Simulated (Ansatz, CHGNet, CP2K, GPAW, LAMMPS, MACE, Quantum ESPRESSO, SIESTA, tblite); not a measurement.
# Running glassy 25SiO2-50B2O3-12CaO-12Na2O (mol %) (62 atoms) with tblite

Aim: run glassy 25SiO2-50B2O3-12CaO-12Na2O (mol %) (62 atoms) in tblite and see how near its forces come to a plane-wave reference, and at what cost.

Method: the method is named at each step, in tblite 0.8.0.

## (1) Set-up

The cell holds 62 atoms: 4 Si, 16 B, 2 Ca, 4 Na and 36 O. Its edges and angles: a = 8.940 Å, b = 8.940 Å, c = 8.940 Å, α = 90.0°, β = 90.0°, γ = 90.0°. 62 atoms (4 Si, 16 B, 2 Ca, 4 Na, 36 O) placed at random at 2.2 g/cm³, melted at 3000 K for 20 ps at fixed volume with the Buckingham and Coulomb pair potential of Guillot and Sator (Geochim. Cosmochim. Acta 71, 1249 (2007)) with the boron terms of Wang et al. (J. Non-Cryst. Solids 498, 294 (2018)). Quenched from 3000 K to 300 K at 20 K/ps and fixed volume, held 10 ps at zero pressure.

The yardstick, on the same geometry:

| Property | Result |
| --- | --- |
| method | Kohn-Sham DFT, PBE, PAW, plane waves (Ansatz 0.2.0); cutoff 420 eV, Γ point, fermi-dirac smearing of 0.05 eV; PAW set soft_2 |
| r.m.s. force component | 1.039 eV/Å |
| longest force | 4.031 eV/Å |
| pressure | -0.6631 GPa |
| gap (highest filled to lowest empty level) | 3.77 eV |
| SCF cycles | 9 |
| time | 6.1 s on 4 threads of Arm Neoverse V1, shared host |
| CPU time | 22 s |

## (2) GFN1-xTB

Method: GFN1-xTB tight binding, diagonalisation.

run.py

```python
import numpy as np
from ase.io import read
from tblite.ase import TBLite

atoms = read("structure.xyz")
atoms.calc = TBLite(method="GFN1-xTB", electronic_temperature=580, accuracy=1.0, max_iterations=250, mixer_damping=0.4, verbosity=1)
energy = atoms.get_potential_energy()
forces = atoms.get_forces()
print(f"energy {energy:.6f} eV")
print("forces (eV/A)")
for i, (a, f) in enumerate(zip(atoms, forces)):
    print(f"{i:4d} {a.symbol:2s} {f[0]:10.5f} {f[1]:10.5f} {f[2]:10.5f}")
stress = -atoms.get_stress(voigt=False) * 160.21766
print("stress (GPa, compression positive)")
for row in stress:
    print(" ".join(f"{x:10.4f}" for x in row))
print("charges (e)")
print(np.array2string(atoms.get_charges(), precision=4, suppress_small=True, max_line_width=110, threshold=100000))
```

structure.xyz

```xyz
62
Lattice="8.94046 0.00000 0.00000 0.00000 8.94046 0.00000 0.00000 0.00000 8.94046" Properties=species:S:1:pos:R:3 pbc="T T T"
Si 4.01874 4.11690 4.74765
Si 8.77122 8.30712 6.68344
Si 1.09521 4.06344 0.86070
Si 5.53790 2.66551 8.16488
B 3.86737 6.27513 2.92138
B 6.10705 6.11599 1.40937
B 8.74359 5.40540 5.61005
B 0.28744 2.43467 3.23305
B 8.32768 6.20772 2.91039
B 4.05700 1.92139 2.95294
B 5.29114 8.56773 3.90573
B 3.19925 2.24280 0.66901
B 7.77489 0.35869 4.07166
B 8.35593 2.31245 8.86438
B 1.47035 7.01075 1.52033
B 1.52041 3.44056 5.38672
B 1.38166 0.39910 8.69656
B 6.13593 5.09964 6.56605
B 5.00505 0.56262 6.59332
B 6.12940 7.54485 7.92849
Ca 4.00622 8.53635 0.99516
Ca 8.08092 5.68542 8.31347
Na 2.21840 7.32161 4.83992
Na 3.91002 5.51725 8.40680
Na 7.52447 8.71194 1.16539
Na 6.70400 3.89545 3.81704
O 4.88963 5.66396 1.99283
O 8.29344 0.17720 5.32798
O 5.05807 1.89305 6.83123
O 5.91581 6.46494 7.01361
O 0.28279 1.28313 0.22691
O 4.75194 0.70683 3.03618
O 5.13138 0.02244 5.31761
O 0.99722 2.63261 4.41382
O 4.55481 7.38196 3.59317
O 2.90404 3.38155 5.66396
O 0.06035 6.76158 6.15792
O 2.76153 6.88192 2.12184
O 3.29080 5.30151 3.83331
O 4.52495 3.01392 3.65146
O 7.50811 4.87443 6.20209
O 7.54316 8.06698 7.74047
O 1.42359 8.07198 0.55252
O 6.99904 2.06507 8.58141
O 1.05336 5.70026 0.89601
O 8.89316 3.58933 8.72571
O 2.93596 1.95698 2.09484
O 2.63171 1.06910 8.90988
O 2.49260 3.44798 0.33437
O 5.27603 4.71806 5.51492
O 0.34287 7.13914 2.55921
O 5.96651 6.95255 0.32874
O 8.25142 1.40052 3.28097
O 7.34021 5.85564 1.97110
O 0.87411 4.53317 5.95166
O 6.77150 8.44319 3.60578
[... 2 atom lines left out ...]
O 5.77303 4.21614 7.79259
O 1.16047 0.06196 7.29184
O 5.23562 8.62450 7.66600
O 0.44363 3.35088 2.17951
```

Command:

```console
$ OMP_NUM_THREADS=1 python run.py > output.txt
```

Output:

```text
------------------------------------------------------------
  cycle        total energy    energy error   density error
------------------------------------------------------------
      1     -191.7731042350  -1.9254162E+02   1.0194427E+00
      2     -196.3844982579  -4.6113940E+00   7.2836065E-01
      3     -201.1984194006  -4.8139211E+00   4.4177485E-01
      4     -204.4920059962  -3.2935866E+00   1.3240163E-01
      5     -204.2368019481   2.5520405E-01   1.4550713E-01
      6     -204.6137541509  -3.7695220E-01   2.4627256E-02
      7     -204.6209621658  -7.2080149E-03   1.3533427E-02
      8     -204.6229543487  -1.9921829E-03   5.0373130E-03
      9     -204.6235261366  -5.7178791E-04   1.5637582E-03
     10     -204.6235886902  -6.2553594E-05   7.5474211E-04
     11     -204.6235978233  -9.1331203E-06   1.0361351E-04
     12     -204.6235978962  -7.2849417E-08   4.8373292E-05
     13     -204.6235979341  -3.7964753E-08   8.5309854E-06
------------------------------------------------------------
 total:                                   2.595 sec
energy -5568.091713 eV
forces (eV/A)
   0 Si   -0.12570    0.99653   -0.65196
   1 Si   -0.41015   -0.42897   -1.30182
   2 Si    1.22579    0.55189    0.73340
   3 Si    0.90109    0.56868    0.54417
   4 B     0.50757    0.82427    0.13691
   5 B    -2.35223    0.16662    1.66293
   6 B    -1.34663    0.99599   -1.44108
   7 B    -0.00472    0.36414    1.38019
   8 B     1.81565   -0.00236    2.17736
   9 B    -0.28346   -0.67671   -0.25868
  10 B     0.11654   -0.44689    1.26470
  11 B    -1.40747   -0.81862    0.78160
  12 B    -0.84143   -0.77448    0.42600
  13 B     0.28861   -2.21996   -1.10902
  14 B    -1.35554   -0.39142    0.70744
  15 B    -0.07350    1.46588   -0.15916
  16 B     0.01413    0.91715    0.91298
  17 B     0.02743    1.34930    0.49056
  18 B     1.73093   -2.38829   -3.08627
  19 B     0.90364   -0.84977   -2.48025
  20 Ca   -0.36001    0.05980   -0.07083
  21 Ca    0.22236   -0.20320   -0.34111
  22 Na   -0.01258    0.04669   -0.03132
  23 Na   -0.08722   -0.24768    0.04529
[...]
54 O     1.40420   -1.35847   -0.00239
  55 O     0.91579    1.17533   -0.29341
  56 O    -0.97215   -0.01897   -1.93263
  57 O     0.64720    0.04098   -1.06205
  58 O     0.20349    0.00138    0.67059
  59 O    -1.00293   -0.48340   -0.61219
  60 O    -1.81699    0.81035    1.93361
  61 O     0.14289   -1.13629    1.67636
stress (GPa, compression positive)
    1.5515    -1.5158     0.2997
   -1.5158     2.1933     0.9873
    0.2997     0.9873     2.6572
charges (e)
[ 0.4694  0.4658  0.4934  0.4631  0.7155  0.6964  0.712   0.7021  0.6987  0.6813  0.7081  0.7036  0.6903
  0.6858  0.7095  0.6923  0.7155  0.7122  0.6799  0.7162  0.6038  0.6919  0.2116  0.1403  0.096   0.2218
 -0.492  -0.3381 -0.3311 -0.53   -0.4803 -0.4312 -0.4922 -0.4223 -0.5307 -0.3466 -0.3664 -0.4561 -0.389
 -0.3499 -0.481  -0.3821 -0.4882 -0.3603 -0.3455 -0.3291 -0.4933 -0.4645 -0.3505 -0.3323 -0.496  -0.4275
 -0.4305 -0.4245 -0.4464 -0.4911 -0.5014 -0.3655 -0.3767 -0.3683 -0.4223 -0.3437]
```

Elapsed: 3.4 s, on 1 thread of Arm Neoverse V1, shared host; peak memory 0.1 GiB.

Banners, paths, timers and routine set-up lines are dropped from the logs unmarked, and long logs keep their key lines alone; longer cuts are marked.

Compared with the plane-wave run:

| Quantity | Value |
| --- | --- |
| r.m.s. force component | 1.008 eV/Å |
| r.m.s. difference of force components | 401.6 meV/Å |
| longest difference of force vectors | 1359 meV/Å |
| force difference over r.m.s. force | 38.64 % |
| slope of forces against the reference's | 0.8955 |
| correlation of force components | 0.9235 |
| pressure | 2.134 GPa |
| pressure difference | 2.797 GPa |

Length of the force difference by element (eV/Å):

| element | atoms | mean | most |
| --- | --- | --- | --- |
| B | 16 | 0.72 | 1.4 |
| Ca | 2 | 0.81 | 0.96 |
| Na | 4 | 0.47 | 0.74 |
| O | 36 | 0.56 | 1.1 |
| Si | 4 | 1.0 | 1.3 |

A closer look about Ca21, one of the 2 Ca atoms: 10 atoms, nearest first, numbered in the order of the input, with positions taken from that point.

| atom | x | y | z | distance (Å) | bonds | Mulliken charge (e) | Fx | Fy | Fz (eV/Å) |
| --- | --- | --- | --- | --- | --- | --- | --- | --- | --- |
| Ca21 | 0.00 | 0.00 | 0.00 | 0.00 | 9 | 0.60 | -0.36 | 0.06 | -0.07 |
| O48 | -1.37 | 1.47 | -1.03 | 2.26 | 3 | -0.46 | 2.19 | -0.74 | -0.93 |
| O38 | -1.24 | -1.65 | 1.13 | 2.36 | 4 | -0.46 | 0.92 | 1.49 | -1.11 |
| O32 | 0.75 | 1.11 | 2.04 | 2.44 | 3 | -0.43 | -0.87 | 1.30 | -1.95 |
| O61 | 1.23 | 0.09 | -2.27 | 2.58 | 3 | -0.42 | -1.82 | 0.81 | 1.93 |
| O52 | 1.96 | -1.58 | -0.67 | 2.61 | 6 | -0.43 | -0.23 | 0.83 | 1.58 |
| O43 | -2.58 | -0.46 | -0.44 | 2.66 | 3 | -0.49 | 0.47 | -0.60 | -0.23 |
| B12 | -0.81 | 2.65 | -0.33 | 2.79 | 4 | 0.70 | -1.41 | -0.82 | 0.78 |
| O47 | -1.07 | 2.36 | 1.10 | 2.82 | 3 | -0.49 | 1.50 | -0.40 | 2.25 |
| O58 | 0.61 | 2.76 | -0.48 | 2.87 | 3 | -0.37 | 0.65 | 0.04 | -1.06 |

Atoms are counted from 1 here, from 0 in the log.

Forces lie 39 % from the reference's, at 0.15 times its CPU time (on 1 against 4 cores).

## (3) Summary of results

- force difference from the reference: tblite GFN1-xTB, 39 %
- its CPU time: 3.3 s

What this shows: Tight binding differs by 39 % (tblite GFN1-xTB); it is another model, with fitted parameters of its own, and the xTB methods hold dispersion. One electronic-structure run takes under half the reference's CPU time: tblite GFN1-xTB, at 39 % in 3.3 s against 22 s; its pressure misses by +2.8 GPa. Periodic xTB results under one method name differ between programs and library versions. The quench rate of 20 K/ps is many orders above laboratory rates, so the cell is likely richer in defects and strain than a real sample. The network of bonds at the start is that of the classical potential that made the cell, and needn't be the one that DFT or experiment would give. The electronic-structure runs sample only Γ, in a cell whose shortest periodic width is 9 Å.

[Also dropped from logs without a mark: logging warnings of Python, and SIESTA's first energy breakdown and zero terms.]

[Logs are printed without paths, hosts, clocks, repeated set-up lines and the standing remarks that a program may print on its own settings, such as how far it seeks lower states.]

[Hosts, paths, dates, database ids (printed as entryN), source tags and the programs' standing remarks are cut or masked in the printed files.]
